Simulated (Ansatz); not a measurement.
# TiTe2 monolayer (2H): from the cell to its phonons, part 2 of 3

Task: relax TiTe2 monolayer (2H), then find its harmonic phonons.

Ansatz 0.2.0; DFT LDA, scalar-relativistic, plane waves, PAW; PAW set soft_1.

So far. Step 2 (Coarse relaxation): The program solves this slab on a cell height of its own, 31.0 Å, in place of the one typed.

### 4. Tight relaxation

Phonons need a cell at rest on their own settings, so the relaxation is repeated with tight tolerances on forces and stress, using the mesh and the filling of the phonon run that follows.

Contents of input.yaml:

```yaml
crystal:
  lattice:
    - [3.6074755997, 0.0, 0.0]
    - [-1.8037377998, 3.1241655128, 0.0]
    - [0.0, 0.0, 31.0]
  atoms:
    - { symbol: Ti, position: [0.3333333333, 0.6666666667, 0.3225806452] }
    - { symbol: Te, position: [0.6666666667, 0.3333333333, 0.3801022981] }
    - { symbol: Te, position: [0.6666666667, 0.3333333333, 0.2650589922] }
  periodic: [true, true, false]
kpoints:
  mp_grid: { grid: [18, 18, 1] }
hamiltonian:
  xc: lda
  pseudopotentials: { kind: paw, azcp: { folder: soft_1 }, xc_functional: pbe }
scf:
  occupations: { method: methfessel_paxton, width: 0.2 }
output:
  forces: true
  stress: true
  eigenvalues: true
  write_density: true
  write_potential: true
  elf: true
  volumetric_format: npy
relax:
  adjacent_minimum: "off"
  f_tol: 0.001
  max_steps: 60
  cell: { stress_2d_tol: 0.002 }
```

Run with:

```console
> ansatz run input.yaml --threads 4 --pin off --max-ram 16384MiB --backend cpu --events-out ev --progress --plain --runs-dir out
```

Numbers of over 12 decimals in the logs are rounded to 6 here.

Output:

```text
[...]
Crystal: 3 atoms, lattice volume = 349.381 Å³
Basis set: ecut = 420 eV, 6715 PW (Γ)
Bands: 27, of which v1, the nominal top of the filled ones, is band 22 counted from 1 (21 counted from 0)
Symmetry: 12 space group operations
[...]
k-points: 37 of 324 (time reversal used)
[...]
--- Relaxed structure (5 steps of the walk, 4 accepted, 1 SCFs on fresh bases) ---
[...]
cell:  # Å, volume = 349.7754 Å³
    - [3.609512, -2.8883831149129694e-11, 0.0]
    - [-1.804756, 3.125929, 0.0]
    - [0.0, 0.0, 31.0]
  atoms:
    - { symbol: Ti, position: [0.333333, 0.666667, 0.322581] }
    - { symbol: Te, position: [0.666667, 0.333333, 0.380052] }
    - { symbol: Te, position: [0.666667, 0.333333, 0.265110] }
[key lines of the parts left out:]
SCF converged after 8 iterations
Free energy (F): -16106.444460 eV
Fermi energy:    -5.375089 eV
P = ½ c Tr σ = 0.0004 N/m
```

It took 66 s on 4 threads of Arm Neoverse V1, shared host; peak memory 0.76 GiB.

Little changed from the start: no atom moved by 0.005 Å and no cell edge by 0.1 %.

Numbers from this step:

```
area per atom : 3.761 Å²
```

Valence density in the ac plane at fractional y = 0.333, with atoms of Te within 0.2 Å of it. It is the smooth field of the valence electrons, not physical close to the nuclei.

Ten steps, logarithmic in the rise over the least value, from '_' (0 e/Å³) to '@' (11 e/Å³), each cell a mean:
```
____________________________
____________________________
____________________________
____________________________
____________________________
____________________________
____________________________
____________________________
____________________________
____________________________
____________________________
____________________________
____________________________
____________..............__
::......::--==**%%@@@@##++--
::::::::::::--==**##**++==--
::::::::::::::::--------::::
::::....::--++##@@@@@@%%++==
..______....::----====--::..
____________________________
____________________________
____________________________
____________________________
____________________________
```
Columns run along a (3.6 Å), rows up along c (31.0 Å). Atoms in or near the plane, at fractional coordinates: Te at (0.67, 0.38), Te at (0.67, 0.27).

ELF in the ac plane at fractional y = 0.333, with atoms of Te within 0.2 Å of it. It is the smooth field of the valence electrons, not physical close to the nuclei.

Values, 24 rows by 14 columns, each cell a mean:
```
0.00 0.00 0.00 0.00 0.00 0.00 0.00 0.00 0.00 0.00 0.00 0.00 0.00 0.00
0.00 0.00 0.00 0.00 0.00 0.00 0.00 0.00 0.00 0.00 0.00 0.00 0.00 0.00
0.00 0.00 0.00 0.00 0.00 0.00 0.00 0.00 0.00 0.00 0.00 0.00 0.00 0.00
0.00 0.00 0.00 0.00 0.00 0.00 0.00 0.00 0.00 0.00 0.00 0.00 0.00 0.00
0.00 0.00 0.00 0.00 0.00 0.00 0.00 0.00 0.00 0.00 0.00 0.00 0.00 0.00
0.00 0.00 0.00 0.00 0.00 0.00 0.00 0.00 0.00 0.00 0.00 0.00 0.00 0.00
0.00 0.00 0.00 0.00 0.00 0.00 0.00 0.00 0.00 0.00 0.00 0.00 0.00 0.00
0.00 0.00 0.00 0.00 0.00 0.00 0.00 0.00 0.00 0.00 0.00 0.00 0.00 0.00
0.00 0.00 0.00 0.00 0.00 0.00 0.00 0.00 0.00 0.00 0.00 0.00 0.00 0.00
0.00 0.00 0.00 0.00 0.00 0.00 0.00 0.00 0.00 0.00 0.00 0.00 0.00 0.00
0.00 0.00 0.00 0.00 0.00 0.00 0.00 0.00 0.00 0.00 0.00 0.00 0.00 0.00
0.00 0.00 0.00 0.00 0.00 0.00 0.00 0.00 0.00 0.00 0.00 0.00 0.00 0.00
0.01 0.00 0.00 0.00 0.01 0.02 0.07 0.11 0.16 0.18 0.17 0.13 0.08 0.04
0.25 0.09 0.03 0.05 0.17 0.40 0.60 0.70 0.74 0.75 0.75 0.72 0.65 0.51
0.56 0.34 0.18 0.26 0.49 0.60 0.53 0.39 0.25 0.21 0.22 0.33 0.48 0.58
0.43 0.27 0.18 0.23 0.37 0.50 0.51 0.45 0.36 0.32 0.34 0.42 0.50 0.52
0.23 0.14 0.11 0.13 0.20 0.32 0.41 0.42 0.39 0.37 0.38 0.41 0.42 0.37
0.58 0.40 0.24 0.32 0.53 0.58 0.47 0.30 0.14 0.09 0.10 0.22 0.41 0.54
0.41 0.17 0.07 0.11 0.31 0.57 0.70 0.72 0.70 0.68 0.69 0.71 0.71 0.65
0.05 0.01 0.01 0.01 0.03 0.10 0.21 0.31 0.38 0.41 0.39 0.34 0.25 0.14
0.00 0.00 0.00 0.00 0.00 0.00 0.00 0.01 0.01 0.01 0.01 0.01 0.01 0.00
0.00 0.00 0.00 0.00 0.00 0.00 0.00 0.00 0.00 0.00 0.00 0.00 0.00 0.00
0.00 0.00 0.00 0.00 0.00 0.00 0.00 0.00 0.00 0.00 0.00 0.00 0.00 0.00
0.00 0.00 0.00 0.00 0.00 0.00 0.00 0.00 0.00 0.00 0.00 0.00 0.00 0.00
```
Columns run along a (3.6 Å), rows up along c (31.0 Å). Atoms in or near the plane, at fractional coordinates: Te at (0.67, 0.38), Te at (0.67, 0.27).

Electrostatic potential energy in the ac plane at fractional y = 0.333, with atoms of Te within 0.2 Å of it. With pseudopotentials it is smooth inside the atoms' cores, unlike the true potential.

Values in eV, 24 rows by 14 columns, each cell a mean:
```
  0   0   0   0   0   0   0   0   0   0   0   0   0   0
  0   0   0   0   0   0   0   0   0   0   0   0   0   0
  0   0   0   0   0   0   0   0   0   0   0   0   0   0
  0   0   0   0   0   0   0   0   0   0   0   0   0   0
  0   0   0   0   0   0   0   0   0   0   0   0   0   0
  0   0   0   0   0   0   0   0   0   0   0   0   0   0
  0   0   0   0   0   0   0   0   0   0   0   0   0   0
  0   0   0   0   0   0   0   0   0   0   0   0   0   0
  0   0   0   0   0   0   0   0   0   0   0   0   0   0
  0   0   0   0   0   0   0   0   0   0   0   0   0   0
  0   0   0   0   0   0   0   0   0   0   0   0   0   0
  0   0   0   0   0   0   0   0   0   0   0   0   0   0
  0   0   0   0   0   0   0   0   0   0   0   0   0   0
 -1  -1   0   0  -1  -1  -2  -2  -3  -3  -3  -3  -2  -1
 -6  -3  -2  -3  -5 -11 -23 -26 -16 -13 -14 -23 -25 -16
 -6  -6  -6  -6  -6  -8 -14 -18 -18 -16 -17 -19 -16 -10
 -7  -9 -10 -10  -8  -7  -7  -9 -10 -11 -11  -9  -7  -6
 -7  -4  -3  -3  -6 -13 -27 -29 -15  -9 -11 -25 -29 -19
 -2  -1  -1  -1  -2  -3  -6 -10 -13 -13 -13 -11  -8  -4
  0   0   0   0   0   0   0   0   0   0   0   0   0   0
  0   0   0   0   0   0   0   0   0   0   0   0   0   0
  0   0   0   0   0   0   0   0   0   0   0   0   0   0
  0   0   0   0   0   0   0   0   0   0   0   0   0   0
  0   0   0   0   0   0   0   0   0   0   0   0   0   0
```
Columns run along a (3.6 Å; values clipped at the 3rd and 97th percentile), rows up along c (31.0 Å). Atoms in or near the plane, at fractional coordinates: Te at (0.67, 0.38), Te at (0.67, 0.27).

The largest force component left is 0.0070 meV/Å, within the tolerances set.

### 5. Modes at Γ

The zone centre comes first: it holds the modes that light can see, as far as symmetry allows. No field response is asked, since the mesh shows no gap.

input.yaml, the sections that differ from step 4:

```yaml
crystal:
  lattice:
    - [3.60951161, 0.0, 0.0]
    - [-1.804755805, 3.1259287495, 0.0]
    - [0.0, 0.0, 31.0]
  atoms:
    - { symbol: Ti, position: [0.3333333333, 0.6666666667, 0.3225806452] }
    - { symbol: Te, position: [0.6666666667, 0.3333333333, 0.3800517037] }
    - { symbol: Te, position: [0.6666666667, 0.3333333333, 0.2651095866] }
  periodic: [true, true, false]
output:
  eigenvalues: true
phonons:
  method: dfpt
# kpoints, hamiltonian, scf: as in step 4
# relax: removed
```

Output:

```text
Warning: crystal.symmetry: narrowed to the stabiliser of the run's FFT grids — unitary ops 12 → 6. A phonons.method: dfpt run fills in the rows of the dynamical matrix that it does not solve by its symmetry operations, which is exact only for operations that map its FFT grids onto themselves: filled in by any other, the frequencies could depend on the order in which like atoms are typed, or, by more than the grids' own error, on where the crystal sits among the grids' points. Excluded: 6 operations. The run can therefore solve more perturbations, solve them on more k-points, or both, and cost more. [rest of the remark cut]
[...]
Crystal: 3 atoms, lattice volume = 349.775 Å³
Basis set: ecut = 420 eV, 6715 PW (Γ), exchange–correlation on 50×50×432 points (8 copies of the dense FFT grid, shifted against one another)
Bands: 27, of which v1, the nominal top of the filled ones, is band 22 counted from 1 (21 counted from 0)
Symmetry: 12 space group operations
k-points: 91 of 324 (irreducible under 2 space group operations, time reversal used)
[...]
SCF iter   1: F=—  HF=-16106.950516 eV  |F-HF|=—  |Δ(HF+E_count)|=         —  Δρ=1.49e-2  dr2=2.50e0  ethr=3.10e-3  ⟨swp⟩=14.1  Hψ=17628  notcnv=0
[...]
SCF iter  11: F=-16106.444450 eV  HF=-16106.444450 eV  |F-HF|=5.46e-12  |Δ(HF+E_count)|=   2.42e-9  S|Δr|=    0.00e0  Δρ=2.55e-8  dr2=1.97e-12  ethr=1.00e-12  ⟨swp⟩=15.7  Hψ=19560  notcnv=0
SCF 1 converged in 11 iterations: F = -16106.444450 eV  dr2 = 1.97e-12
[...]
DFPT response loops at Γ: preconditioner auto → none (partly filled bands, converged f_vac=0.749); β = 0.50; Broyden in place of MSR1
SCF converged after 11 iterations
[...]
Free energy (F): -16106.444450 eV
[...]
Internal energy: -16106.449300 eV  (E = F + TS)
E sigma→0 (E₀):  -16106.445662 eV
Entropy (-TS):   0.004850 eV (1.617 meV/atom)
Fermi energy:    -5.375104 eV
[...]
--- Band table (eV; the first three rows and the last of 91) ---
  k-point 0: bands = [... 18 lower, -6.0916, -6.0916, -5.2959, -5.2959, -4.7522, -2.2765, -2.2765, -2.1329, ... 1 higher]
  k-point 1: bands = [... 18 lower, -6.2122, -6.0738, -5.3542, -5.3523, -4.7577, -2.4484, -2.3582, -2.2468, ... 1 higher]
  k-point 2: bands = [... 18 lower, -6.5597, -6.0229, -5.5465, -5.5127, -4.7855, -2.7975, -2.7803, -2.4224, ... 1 higher]
  k-point 90: bands = [... 18 lower, -8.0816, -7.5893, -7.5121, -6.1670, -4.8495, -3.5203, -3.3547, -2.9513, ... 1 higher]
--- Phonons (Γ-DFPT): 6 representative perturbations + reference, on 91 of 324 k-points (Σ response iterations 30) ---
  ASR residual: 7.228e-5 → 0.000e0 eV/Å²; symmetrization residual: 4.351e-5 eV/Å²
  The last average, over the group as it would stand without the narrowing to the FFT grids, took up to 6.037e-6 eV/Å² of the zone centre's force constants
  ASR residual per site (eV/Å²): 7.23e-5 4.55e-5 4.77e-5
  Γ frequencies (cm⁻¹): 0.00 0.00 0.00 63.93 63.93 115.58 115.58 151.13 261.03
  non-analytic LO–TO correction: not included (Born effective charges unavailable; polar crystals: no LO–TO splitting at Γ)
```

The job ended after 3.6 min (4 threads; peak memory 2.6 GiB).

The column dr2 measures how far the density is from self-consistency, as an energy; F and HF (Harris–Foulkes) agree once it is small.

Numbers from this step:

```
sum-rule residual before enforcement                    : 7.23e-5 eV/Å²
point group                                             : -6m2
highest optical mode at the zone centre (no LO-TO term) : 261.0 cm⁻¹
lowest optical zone-centre mode                         : 63.93 cm⁻¹
```

Patterns of degenerate modes are one choice out of their space. Modes at Γ, with each element's share of the kinetic energy:

```csv
mode,frequency (cm⁻¹),symmetry,Ti %,Te %
1,0.0,acoustic,16,84
2,0.0,acoustic,16,84
3,0.0,acoustic,16,84
4,63.9,E'',0,100
5,63.9,E'',0,100
6,115.6,E',84,16
7,115.6,E',84,16
8,151.1,A1',0,100
9,261.0,A2'',84,16
```

Displacements in mode 5 (63.9 cm⁻¹), the largest set to 1:
```
Ti1  0.00  0.00  0.00
Te2  1.00 -0.33  0.00
Te3 -1.00  0.33  0.00
```

Displacements in mode 9 (261.0 cm⁻¹), the largest set to 1:
```
Ti1  0.00  0.00  1.00
Te2  0.00  0.00 -0.19
Te3  0.00  0.00 -0.19
```

Before it was imposed, the acoustic sum rule was missed by 7.2e-5 eV/Å². Small misses are needed for a sound result but don't prove that mesh and cutoff are converged. The lowest optical mode is real, 63.9 cm⁻¹.

(Part 2 of 3 ends here.)

[Logs are printed without paths, hosts, clocks, repeated set-up lines and the standing remarks that a program may print on its own settings, such as how far it seeks lower states.]

[Hosts, paths, dates, database ids (printed as entryN), source tags and the programs' standing remarks are cut or masked in the printed files.]
